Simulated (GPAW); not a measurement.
# VN2: optical spectrum from first principles, part 2 of 2

Aim: the dielectric function of VN2, and the optical constants that follow from it.

GPAW 26.7.0; DFT, PBE, plane-wave PAW (GPAW data sets), scalar-relativistic, RPA, optical limit.

So far. Step 2 (Ground state): There are states at the Fermi level within the smearing, so the occupations stay smeared and the carriers get a Drude term.

### 4. Dielectric function, RPA

Local fields let the induced charge screen the field inside the cell, which as a rule lowers ε, most along directions where the density is uneven.

This step: DFT, PBE, plane-wave PAW (GPAW data sets), scalar-relativistic, RPA, optical limit (GPAW 26.7.0).

Input file df.py:

```python
from gpaw.response.df import DielectricFunction

df = DielectricFunction('full.gpw', frequencies={'type': 'nonlinear', 'domega0': 0.03, 'omega2': 8},
                        ecut=50,
                        eta=0.2,
                        nbands=41,
                        rate=0.03,
                        txt='df.txt')
for direction in ['x', 'z']:
    df.get_dielectric_function(xc='RPA', direction=direction, filename=f'df_{direction}.csv')
```

The run is started by

```bash
OMP_NUM_THREADS=1 python df.py
```

Numbers of over 12 decimals in the logs are rounded to 6 here.

The log of the run:

```text
Using integrator: PointIntegrator
NonLinearFrequencyDescriptor(from 0.000 to 83.625 eV, 524 points)
Nonperiodic BCs:  [False False False]
Using integrator: PointIntegrator
NonLinearFrequencyDescriptor(from 0.000 to 83.625 eV, 524 points)
Nonperiodic BCs:  [False False False]
Using integrator: PointIntegrator

Calculating chi0 body with:
    Ground state adapter containing:
    Number of spins: 2
    Number of kpoints: 1728
    Number of irreducible kpoints: 242
    Number of completely occupied states: 21
    Number of partially occupied states: 26

    Linear response parametrization:
    q_c: [0.0, 0.0, 0.0]
    Number of frequency points: 524
    Planewave cutoff: 50.0
    Number of bands: 41
    Number of planewaves: 43
    Broadening (eta): 0.2

Integrating chi0 body.

Symmetries of q_c:
    Direct symmetries (Uq -> q): 8
    Indirect symmetries (TUq -> q): 0
In total 8 allowed symmetries.

242 groups of equivalent kpoints. 85.995370% reduction.

Integral kind: spectral function

Calculating chi0 optical extensions with:
    Ground state adapter containing:
    Number of spins: 2
    Number of kpoints: 1728
    Number of irreducible kpoints: 242
    Number of completely occupied states: 21
    Number of partially occupied states: 26

    Linear response parametrization:
    Number of frequency points: 524
    Planewave cutoff: 50.0
    Number of bands: 41
    Number of planewaves: 43
    Broadening (eta): 0.2
Integrating chi0 head and wings.

Symmetries of q_c:
    Direct symmetries (Uq -> q): 8
    Indirect symmetries (TUq -> q): 0
In total 8 allowed symmetries.

242 groups of equivalent kpoints. 85.995370% reduction.

Integral kind: spectral function wings

Calculating drude chi0 with:
    Number of frequency points:524
    Plasma frequency decay rate: 0.03 eV

    Ground state adapter containing:
    Number of spins: 2
    Number of kpoints: 1728
    Number of irreducible kpoints: 242
    Number of completely occupied states: 21
    Number of partially occupied states: 26

Symmetries of q_c:
    Direct symmetries (Uq -> q): 8
    Indirect symmetries (TUq -> q): 0
In total 8 allowed symmetries.

242 groups of equivalent kpoints. 85.995370% reduction.

Integral kind: intraband
Plasma frequency:
[[2.36-0.j 0.  +0.j 0.  +0.j]
 [0.  +0.j 2.36-0.j 0.  -0.j]
 [0.  +0.j 0.  -0.j 5.11+0.j]]
```

The job ended after 74 s (1 thread of Arm Neoverse V2, shared host; peak memory 0.32 GiB).

Some rows of df_x.csv (energy; Re and Im without local fields; Re and Im with them):

```text
0.000000, 6231.102007, -0.000000, 6230.759106, -0.000000
0.460735, -4.683054, 12.116908, -4.999576, 12.026529
0.943989, 11.551776, 10.095959, 11.226747, 9.906689
1.451455, 11.672546, 8.425298, 11.482757, 8.260088
1.984998, 14.632562, 8.799231, 14.351767, 8.556397
2.546682, 14.424459, 13.350574, 14.228179, 12.798131
3.138794, 10.660582, 16.453006, 10.875143, 15.750555
3.763875, 4.216169, 16.955792, 4.828678, 16.524407
4.424758, 0.365551, 13.094426, 1.212350, 13.269456
5.124608, 0.158526, 10.011112, 0.547933, 10.447497
5.866977, -0.911847, 10.206719, -0.613008, 10.921158
6.655862, -2.825196, 7.511756, -3.074189, 8.105215
7.495775, -1.761104, 5.371004, -1.999589, 5.600135
8.391833, -1.909545, 3.924409, -2.254994, 4.304462
9.349861, -1.374831, 2.778175, -1.795625, 2.934713
10.376517, -0.447374, 1.796416, -0.933936, 1.873417
11.479449, 0.937802, 1.608337, 0.269269, 1.564883
12.667487, 2.039275, 4.706785, 1.308047, 3.216614
13.950874, -0.918319, 3.386426, -0.538947, 2.995302
15.341572, -0.811625, 2.349908, -0.645106, 2.109266
```

Sum at mesh points, not converged in k. Table of Im ε by photon energy; read off at these points:

```tsv
photon energy (eV)	E ∥ x	E ∥ z
0.50	11.2	30.3
1.00	9.85	22.9
1.50	7.93	12.8
2.00	8.62	11.9
2.50	12.4	12.1
3.00	15.1	13.0
3.50	17.1	13.4
4.00	15.6	11.7
4.50	13.1	8.52
5.00	10.7	8.54
5.50	10.4	9.15
6.00	10.6	8.72
6.50	8.74	7.42
7.00	6.27	5.11
7.50	5.60	3.63
8.00	4.92	2.64
8.50	4.12	2.06
9.00	3.44	1.88
9.50	2.79	1.83
10.00	2.21	1.69
10.50	1.79	1.67
11.00	1.67	1.29
11.50	1.57	1.28
12.00	1.78	1.85
12.50	2.75	1.44
12.92	3.56	1.22
13.00	3.53	1.21
13.50	3.26	1.42
14.00	2.94	2.47
14.50	2.46	4.47
15.00	2.24	3.94
15.50	2.00	2.98
```

Values under 1 per cm are given as 1; sum at mesh points, not converged in k. Absorption coefficient against photon energy:

```tsv
photon energy (eV)	E ∥ x (1/cm)	E ∥ z (1/cm)
0.492	1.3e5	4.5e5
1.010	1.4e5	4.5e5
1.486	1.7e5	4.4e5
1.985	2.2e5	4.6e5
2.508	3.9e5	5.2e5
3.018	5.9e5	6.5e5
3.510	8.4e5	8.6e5
3.980	1.0e6	9.9e5
4.516	1.1e6	9.6e5
4.981	1.2e6	1.0e6
5.515	1.2e6	1.2e6
6.021	1.5e6	1.4e6
6.494	1.6e6	1.5e6
6.985	1.6e6	1.6e6
7.496	1.5e6	1.5e6
8.026	1.6e6	1.4e6
8.516	1.6e6	1.2e6
9.023	1.6e6	1.1e6
9.483	1.5e6	1.1e6
10.026	1.4e6	9.8e5
10.519	1.2e6	1.0e6
11.029	1.1e6	8.3e5
11.479	9.4e5	6.9e5
12.023	8.8e5	9.4e5
12.504	1.2e6	8.7e5
13.000	1.6e6	6.6e5
13.512	1.8e6	6.5e5
14.040	1.9e6	1.0e6
14.493	1.8e6	1.8e6
14.960	1.9e6	2.2e6
15.536	1.9e6	2.0e6
```

Sum at mesh points, not converged in k. Table of Im ε, E ∥ x by photon energy; read off at these points:

```tsv
photon energy (eV)	without local fields	with local fields
0.50	11.3	11.2
1.00	10.1	9.85
1.50	8.09	7.93
2.00	8.87	8.62
2.50	12.9	12.4
3.00	15.8	15.1
3.50	17.7	17.1
4.00	15.9	15.6
4.50	12.8	13.1
5.00	10.3	10.7
5.50	9.96	10.4
6.00	9.83	10.6
6.50	8.11	8.74
7.00	5.89	6.27
7.50	5.37	5.60
8.00	4.61	4.92
8.50	3.78	4.12
9.00	3.24	3.44
9.50	2.65	2.79
10.00	2.11	2.21
10.50	1.74	1.79
11.00	1.64	1.67
11.50	1.61	1.57
12.00	2.00	1.78
12.50	3.80	2.75
12.83	5.07	3.54
13.00	4.81	3.53
13.50	3.88	3.26
14.00	3.31	2.94
14.50	2.74	2.46
15.00	2.45	2.24
15.50	2.20	2.00
```

The loss function −Im 1/ε at q → 0 has structure finer than the step of the table below, so its rows give means over 0.5 eV, whole bins alone (the curve runs from 0.305 to 15.7 eV). Peaks (eV: height): E ∥ x 11.40: 0.630; E ∥ z 11.10: 0.767, 12.50: 0.585.

Sum at mesh points, not converged in k. Loss function −Im 1/ε at q → 0 against energy loss; means over each step:

```tsv
energy loss (eV)	E ∥ x	E ∥ z
1.0	0.0444	0.0341
1.5	0.0387	0.0708
2.0	0.0308	0.0825
2.5	0.0346	0.0742
3.0	0.0411	0.0683
3.5	0.0492	0.0737
4.0	0.0618	0.0860
4.5	0.0763	0.114
5.0	0.0920	0.117
5.5	0.0951	0.110
6.0	0.0940	0.110
6.5	0.105	0.116
7.0	0.130	0.129
7.5	0.157	0.162
8.0	0.167	0.213
8.5	0.189	0.313
9.0	0.217	0.433
9.5	0.262	0.506
10.0	0.334	0.575
10.5	0.467	0.610
11.0	0.586	0.742
11.5	0.603	0.574
12.0	0.429	0.453
12.5	0.290	0.558
13.0	0.275	0.417
13.5	0.302	0.243
14.0	0.331	0.189
14.5	0.379	0.193
15.0	0.406	0.253
```

Sum at mesh points, not converged in k. The reflectivity at normal incidence by photon energy; read off at these points:

```tsv
photon energy (eV)	E ∥ x (%)	E ∥ z (%)
0.50	47.0	92.1
1.00	37.7	67.8
1.50	35.6	52.5
2.00	38.5	42.3
2.50	42.0	40.5
3.00	43.9	41.6
3.50	46.2	44.7
3.72	46.6	45.0
4.00	46.5	45.4
4.50	45.2	40.6
5.00	42.7	38.2
5.50	42.0	40.6
6.00	46.1	45.0
6.50	47.5	47.5
6.82	49.1	51.9
6.93	48.5	52.5
7.00	47.7	52.4
7.50	42.4	51.4
8.00	43.8	49.3
8.50	43.8	42.4
9.00	43.2	32.8
9.50	41.3	27.2
10.00	38.9	21.7
10.50	31.7	20.4
11.00	22.6	14.6
11.50	14.3	7.81
12.00	10.4	11.5
12.50	15.3	10.2
13.00	23.1	5.73
13.50	27.2	7.23
14.00	29.0	13.2
14.50	28.2	22.8
15.00	29.8	28.1
15.25	28.7	29.1
15.50	30.0	27.6
```

Optical constants at common wavelengths, from n + ik = √ε:

```tsv
wavelength (nm)	n x	k x	R (%) x	1/α x	n z	k z	R (%) z	1/α z
1064	3.68	1.345	37.9	63 nm	2.48	3.912	63.8	22 nm
800	3.64	1.058	35.7	60 nm	2.24	2.712	49.8	23 nm
633	3.93	1.078	38.2	47 nm	2.67	2.282	42.8	22 nm
532	4.10	1.359	41.1	31 nm	2.92	1.917	38.7	22 nm
405	3.91	1.968	44.1	16 nm	3.09	2.176	42.4	15 nm
248	2.36	2.278	42.7	8.7 nm	2.14	1.997	38.2	9.9 nm
193	1.85	2.415	47.0	6.4 nm	1.62	2.312	46.9	6.6 nm
```

In reflection the computed colour is grey: x = 0.310, y = 0.324, luminous reflectivity 40 %.

### 5. Results

In words: At this level (PBE, RPA) VN2 is a metal. The mesh is too coarse to trust the carriers' weight, the reflectivity or the colour to better than tens of per cent. In reflection the computed colour is grey: x = 0.310, y = 0.324, luminous reflectivity 40 %. The carriers' damping of 0.03 eV is typed, not computed; it shapes the response at the lowest energies. The magnetic state comes from one start and need not be the lowest. The curves end at 16 eV, about where the summed bands run out. In this version of GPAW the matrix elements of the optical limit are incomplete, which can lower ε − 1 by up to a tenth where first-row anions or d states rule, and shift it by more in d metals. GPAW's carrier term has the form −ωp²/(ω + i·rate)², which damps like twice the rate and fails at low energy, so the curves leave the lowest energies out. The sum runs over mesh points 0.17 Å⁻¹ apart with no interpolation, so peaks are partly noise of the mesh, and the Drude plasma energy, a sum over the Fermi surface, isn't converged.

[Machine, clock and banner lines and Python warnings are left out of the logs.]

[Logs are printed without paths, hosts, clocks, repeated set-up lines and the standing remarks that a program may print on its own settings, such as how far it seeks lower states.]

[Hosts, paths, dates, database ids (printed as entryN), source tags and the programs' standing remarks are cut or masked in the printed files.]
